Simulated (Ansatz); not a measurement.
**Work function of Fe(111): what the settings cost and change**

Aim: the work function of Fe(111) across levels of theory at one geometry.

Calculated with Ansatz 0.2.0; plane-wave DFT, PBE, Ansatz PAW, in the first sound run; inputs show where later runs differ.

The experiments to compare with:

“Anisotropic work function of elemental crystals” (2019, arxiv:1902.07811) quotes from earlier work for Fe (clean (111) face, a compiled value): work function (clean (111) face, a compiled value) 4.81 eV.

Report form: the programs' logs are mostly left out.

## (1) Starting point

The cell holds 11 atoms: 11 Fe. Its edges and angles: a = 4.059 Å, b = 4.059 Å, c = 26.285 Å, α = 90.0°, β = 90.0°, γ = 60.0°. Vacuum lies along c.

## (2) Slab, setting PBE, Ansatz PAW (420 eV)

A work function rests on the faint tail of the density, so the SCF threshold is tight. PBE on the default files comes first; the next runs keep the geometry and change functional or files, each at the cutoff that its files recommend; a relaxation and, for heavy metals, spin-orbit coupling close the ladder.

Input file input.yaml:

```yaml
crystal:
  lattice:
    - [4.058792924, 0.0, 0.0]
    - [2.029396462, 3.5150177809, 0.0]
    - [0.0, 0.0, 26.2849763629]
  atoms:
    - { symbol: Fe, position: [0.6666666667, 0.6666666667, 0.3424009166], spin: 2.5 }
    - { symbol: Fe, position: [0.0, 0.0, 0.3739207333], spin: 2.5 }
    - { symbol: Fe, position: [0.3333333333, 0.3333333333, 0.40544055], spin: 2.5 }
    - { symbol: Fe, position: [0.6666666667, 0.6666666667, 0.4369603666], spin: 2.5 }
    - { symbol: Fe, position: [0.0, 0.0, 0.4684801833], spin: 2.5 }
    - { symbol: Fe, position: [0.3333333333, 0.3333333333, 0.5], spin: 2.5 }
    - { symbol: Fe, position: [0.6666666667, 0.6666666667, 0.5315198167], spin: 2.5 }
    - { symbol: Fe, position: [0.0, 0.0, 0.5630396334], spin: 2.5 }
    - { symbol: Fe, position: [0.3333333333, 0.3333333333, 0.59455945], spin: 2.5 }
    - { symbol: Fe, position: [0.6666666667, 0.6666666667, 0.6260792667], spin: 2.5 }
    - { symbol: Fe, position: [0.0, 0.0, 0.6575990834], spin: 2.5 }
magnetization:
  spin_polarized: true
kpoints:
  mp_grid: { grid: [12, 12, 1] }
hamiltonian:
  xc: pbe
scf:
  occupations: { method: fermi_dirac, width: 0.1 }
  convergence: { dr2_threshold: 1.0e-09 }
efield:
  axis: 3
  dipole_correction: true
  ramp_position: 0.97
  ramp_width: 0.06
output:
  write_potential: true
  write_density: true
  volumetric_format: npy
  elf: true
```

Launch:

```console
> ansatz run input.yaml --threads 4 --pin off --max-ram 6144MiB --backend cpu --events-out ev --progress --plain --runs-dir out
```

Wall time 5 min (4 threads of Arm Neoverse N1, shared host); peak memory 2.3 GiB; 17 min of CPU time.

Numbers from this step:

| Item | Value |
| --- | --- |
| energy at zero smearing | -49280.1951 eV |
| total moment | 28.00 μB |
| work function, upper face | 3.871 eV |

Running mean over 0.8285 Å of the planar mean; the ramp of the sawtooth is left out. Electron's electrostatic potential energy less the Fermi level against z:

```csv
z (Å),electron's electrostatic potential energy less the Fermi level (eV)
3.5,3.87
4.0,3.87
4.5,3.87
5.0,3.87
5.5,3.86
6.0,3.85
6.5,3.81
7.0,3.67
7.5,3.23
8.0,1.65
8.5,-2.48
9.0,-7.05
9.5,-9.15
10.0,-9.45
10.5,-9.48
11.0,-9.48
11.5,-9.46
12.0,-9.43
12.5,-9.42
13.0,-9.41
13.5,-9.41
14.0,-9.42
14.5,-9.44
15.0,-9.47
15.5,-9.49
16.0,-9.47
16.5,-9.40
17.0,-8.60
17.5,-5.27
18.0,-0.454
18.5,2.60
19.0,3.49
19.5,3.75
20.0,3.83
20.5,3.86
21.0,3.87
21.5,3.87
22.0,3.87
22.5,3.87
23.0,3.87
```

Site moment by atom:

```csv
atom,site moment (μB)
Fe1,2.91
Fe2,2.49
Fe3,2.58
Fe4,2.41
Fe5,2.38
Fe6,2.35
Fe7,2.38
Fe8,2.41
Fe9,2.58
Fe10,2.49
Fe11,2.91
```

Spin density in the ca plane at fractional y = 0.000, with atoms of Fe within 0.2 Å of it.

Ten even steps from '0' (0.0 e/Å³) to '9' (5.4 e/Å³), each cell a mean:
```
00000000036200004520001451000165100000000000
00000000001000000100000010000011000000000000
00000000000000000000000000000000000000000000
00000000000000000000000000000000000000000000
00000000000000000000000000000000000000000000
00000000000000000000000000000000000000000000
00000000000000000000000000000000000000000000
00000000000000000000000000000000000000000000
00000000000000000000000000000000000000000000
00000000013100002210000221000132100000000000
00000000159300016920001782000298200000000000
```
Columns run along c (16.0 Å, from fractional 0.24 to 0.85 of the cell), rows up along a (4.1 Å). Atoms in or near the plane, at fractional coordinates: Fe at (0.37, 0.00), Fe at (0.47, 0.00), Fe at (0.56, 0.00), Fe at (0.66, 0.00).

ELF of down spins in the ca plane at fractional y = 0.000, with atoms of Fe within 0.2 Å of it. It is the smooth field of the valence electrons, not physical close to the nuclei.

Values, 6 rows by 16 columns, each cell a mean:
```
0.02 0.12 0.14 0.48 0.32 0.31 0.49 0.26 0.48 0.32 0.33 0.51 0.03 0.01 0.00 0.00
0.02 0.13 0.34 0.32 0.39 0.40 0.31 0.47 0.31 0.39 0.45 0.22 0.07 0.02 0.00 0.00
0.01 0.06 0.17 0.43 0.38 0.37 0.43 0.36 0.42 0.36 0.36 0.41 0.21 0.03 0.00 0.00
0.01 0.07 0.22 0.46 0.41 0.41 0.45 0.40 0.44 0.40 0.41 0.41 0.19 0.03 0.00 0.00
0.02 0.14 0.30 0.25 0.33 0.33 0.25 0.43 0.25 0.33 0.38 0.19 0.04 0.01 0.00 0.00
0.02 0.11 0.10 0.62 0.37 0.36 0.63 0.23 0.62 0.37 0.37 0.67 0.05 0.01 0.00 0.00
```
Columns run along c (16.0 Å, from fractional 0.24 to 0.85 of the cell), rows up along a (4.1 Å). Atoms in or near the plane, at fractional coordinates: Fe at (0.37, 0.00), Fe at (0.47, 0.00), Fe at (0.56, 0.00), Fe at (0.66, 0.00).

ELF in the ca plane at fractional y = 0.000, with atoms of Fe within 0.2 Å of it. It is the smooth field of the valence electrons, not physical close to the nuclei.

Ten even steps from '0' (0.00) to '9' (0.86), each cell a mean:
```
00011221378622237852224885222588521110000000
00011222234323223422322342232244211110000000
00012233322234422223442222344222111100000000
00011223344333333333333333344433221100000000
00011112234333333333333333333333321100000000
00011111233322223332322332232233321100000000
00011122334333333433333333333333321100000000
00011233333334433333443333344332221100000000
00012232222223322222432222243222111110000000
00011221256423225642323663232366411110000000
00011221489732248963225996222699621110000000
```
Columns run along c (16.0 Å, from fractional 0.24 to 0.85 of the cell), rows up along a (4.1 Å). Atoms in or near the plane, at fractional coordinates: Fe at (0.37, 0.00), Fe at (0.47, 0.00), Fe at (0.56, 0.00), Fe at (0.66, 0.00).

The work function is 3.871 eV.

## (3) Run

This step: plane-wave DFT, LDA, Ansatz PAW (Ansatz 0.2.0).

input.yaml: that of step 2 with these lines changed.

```diff
@@ -22,3 +22,3 @@
 hamiltonian:
-  xc: pbe
+  xc: lda
 scf:
@@ -35,2 +35 @@
   volumetric_format: npy
-  elf: true
```

Wall time 6 min (4 threads); peak memory 2.3 GiB.

The work function is 4.222 eV, +0.351 eV from the run “PBE, Ansatz PAW (420 eV)”, at 1.0 times its CPU time.

## (4) Slab

This step: plane-wave DFT, PBEsol, Ansatz PAW (Ansatz 0.2.0).

input.yaml: that of step 3 with these lines changed.

```diff
@@ -22,3 +22,3 @@
 hamiltonian:
-  xc: lda
+  xc: pbesol
 scf:
```

The job ended after 4.8 min (4 threads; peak memory 2.3 GiB).

The work function is 3.958 eV, +0.087 eV from the run “PBE, Ansatz PAW (420 eV)”, at 0.94 times its CPU time.

## (5) Slab

This step: plane-wave DFT, RPBE, Ansatz PAW (Ansatz 0.2.0).

input.yaml: that of step 4 with these lines changed.

```diff
@@ -22,3 +22,3 @@
 hamiltonian:
-  xc: pbesol
+  xc: rpbe
 scf:
```

The job ended after 5.1 min (4 threads; peak memory 2.3 GiB; 17 min of CPU time).

The work function is 3.706 eV, -0.165 eV from the run “PBE, Ansatz PAW (420 eV)”, at 0.99 times its CPU time.

## (6) Slab

This step: plane-wave DFT, r2SCAN, Ansatz PAW (Ansatz 0.2.0).

input.yaml: that of step 5 with these lines changed.

```diff
@@ -22,3 +22,3 @@
 hamiltonian:
-  xc: rpbe
+  xc: r2scan
 scf:
```

Run time: 14 min. Hardware: 4 threads; peak memory 3.4 GiB.

The work function is 3.667 eV, -0.204 eV from the run “PBE, Ansatz PAW (420 eV)”, at 2.8 times its CPU time.

## (7) Slab

This step: plane-wave DFT, PBE, JTH PAW (Ansatz 0.2.0).

input.yaml: that of step 6 with these lines changed.

```diff
@@ -22,3 +22,4 @@
 hamiltonian:
-  xc: r2scan
+  xc: pbe
+  pseudopotentials: { kind: paw, source: jth }
 scf:
```

It took 22 min on 4 threads; peak memory 5.1 GiB.

The work function is 3.874 eV, +0.003 eV from the run “PBE, Ansatz PAW (420 eV)”, at 4.7 times its CPU time.

## (8) Run

This step: plane-wave DFT, PBE, norm-conserving (Ansatz 0.2.0).

input.yaml: that of step 7 with these lines changed.

```diff
@@ -23,3 +23,3 @@
   xc: pbe
-  pseudopotentials: { kind: paw, source: jth }
+  pseudopotentials: { kind: nc }
 scf:
```

Wall time 16 min (4 threads); peak memory 5.3 GiB.

The work function is 3.868 eV, -0.003 eV from the run “PBE, Ansatz PAW (420 eV)”, at 3.8 times its CPU time.

## (9) Run

This step: plane-wave DFT, LDA, norm-conserving (Ansatz 0.2.0).

input.yaml: that of step 8 with these lines changed.

```diff
@@ -22,3 +22,3 @@
 hamiltonian:
-  xc: pbe
+  xc: lda
   pseudopotentials: { kind: nc }
```

Run time: 16 min. Hardware: 4 threads; peak memory 5.2 GiB; 64 min of CPU time.

The work function is 4.201 eV, +0.330 eV from the run “PBE, Ansatz PAW (420 eV)”, at 3.8 times its CPU time.

## (10) Slab, setting PBE, all layers relaxed

This step: plane-wave DFT, PBE, Ansatz PAW (Ansatz 0.2.0).

input.yaml: that of step 9 with these lines changed.

```diff
@@ -22,4 +22,3 @@
 hamiltonian:
-  xc: lda
-  pseudopotentials: { kind: nc }
+  xc: pbe
 scf:
@@ -32,2 +31,5 @@
   ramp_width: 0.06
+relax:
+  f_tol: 0.01
+  max_steps: 40
 output:
```

Run time: 13 min. Hardware: 4 threads; peak memory 1.9 GiB; 52 min of CPU time.

The relaxation took 5 steps and lowered the energy by 0.25 eV; the largest force on the free atoms ends at 0.0020 eV/Å.

The work function is 3.958 eV, +0.087 eV from the run “PBE, Ansatz PAW (420 eV)”, at 3.1 times its CPU time.

## (11) Side by side

Times are for 4 threads of Arm Neoverse N1, shared host. The runs compared:

```
no.                         setting  work function, upper face (eV)     time  memory (GiB)
  1        PBE, Ansatz PAW (420 eV)                           3.871    5 min           2.3
  2        LDA, Ansatz PAW (420 eV)                           4.222    6 min           2.3
  3     PBEsol, Ansatz PAW (420 eV)                           3.958  4.8 min           2.3
  4       RPBE, Ansatz PAW (420 eV)                           3.706  5.1 min           2.3
  5     r2SCAN, Ansatz PAW (500 eV)                           3.667   14 min           3.4
  6          PBE, JTH PAW (1320 eV)                           3.874   22 min           5.1
  7  PBE, norm-conserving (1225 eV)                           3.868   16 min           5.3
  8  LDA, norm-conserving (1225 eV)                           4.201   16 min           5.2
  9         PBE, all layers relaxed                           3.958   13 min           1.9
```

## (12) Varying the input

An input spoilt on purpose, to show how the run answers: it repeats the earlier run “PBE, Ansatz PAW (420 eV)” with efield.ramp_width from 0.06 to 0.9, and scf.max_iter set to 60; its output block differs too.

input.yaml: that of step 10 with these lines changed.

```diff
@@ -26,2 +26,3 @@
   convergence: { dr2_threshold: 1.0e-09 }
+  max_iter: 60
 efield:
@@ -30,6 +31,3 @@
   ramp_position: 0.97
-  ramp_width: 0.06
-relax:
-  f_tol: 0.01
-  max_steps: 40
+  ramp_width: 0.9
 output:
```

The job ended after 0.47 s (4 threads; peak memory 0.89 GiB).

The input was rejected at the start.

The program's message: “Error: efield: ion 0 (Fe) at fractional coordinate 0.3424 along the field axis lies inside the sawtooth ramp with 2 of the planes that the density is read on at each end, [0.9589, 0.8811] — the ramp m …”

The fault put into the input: a ramp so wide that it reaches the atoms.

## (13) Outcome

| Item | Value |
| --- | --- |
| work function, PBE, Ansatz PAW (420 eV) | 3.871 eV |
| work function, LDA, Ansatz PAW (420 eV) | 4.222 eV |
| work function, r2SCAN, Ansatz PAW (500 eV) | 3.667 eV |
| work function, PBE, all layers relaxed | 3.958 eV |

In words: PBE on the default files gives 3.87 eV, and the settings tried spread the value from 3.67 to 4.22 eV. At one geometry LDA lies 0.35 eV above PBE. The choice of pseudopotentials moves the PBE value by 0.005 eV. Relaxing the layers changes it by +0.087 eV. The ladder's slabs use the tabulated experimental lattice constant (two decimals; a low-temperature value for the alkali metals). The magnetic order is the one reached from the typed start; other orders were not compared.

Computed beside measured:

| quantity | measured | PBE, Ansatz PAW (420 eV) | LDA, Ansatz PAW (420 eV) | PBEsol, Ansatz PAW (420 eV) | RPBE, Ansatz PAW (420 eV) | r2SCAN, Ansatz PAW (500 eV) | LDA, norm-conserving (1225 eV) | PBE, all layers relaxed |
| --- | --- | --- | --- | --- | --- | --- | --- | --- |
| work function (clean (111) face, a compiled value) (eV) | 4.81 | 3.87 (-0.94 eV) | 4.22 (-0.59 eV) | 3.96 (-0.85 eV) | 3.71 (-1.10 eV) | 3.67 (-1.14 eV) | 4.20 (-0.61 eV) | 3.96 (-0.85 eV) |

Measured values from arxiv:1902.07811 (2019).

How well it matches: For the work function, of the levels listed nearest comes LDA, Ansatz PAW (420 eV) (-0.59 eV, a clear miss) and farthest r2SCAN, Ansatz PAW (500 eV) (-1.14 eV, a clear miss). The grades are ours: good and fair within 3 and 7 % for the work function.

[Logs are printed without paths, hosts, clocks, repeated set-up lines and the standing remarks that a program may print on its own settings, such as how far it seeks lower states.]

[Hosts, paths, dates, database ids (printed as entryN), source tags and the programs' standing remarks are cut or masked in the printed files.]

[Maps of the electrostatic potential energy from Ansatz leave out the sawtooth potential of an applied field or a dipole correction, so their vacuum need not be flat; planar profiles and work functions include it.]
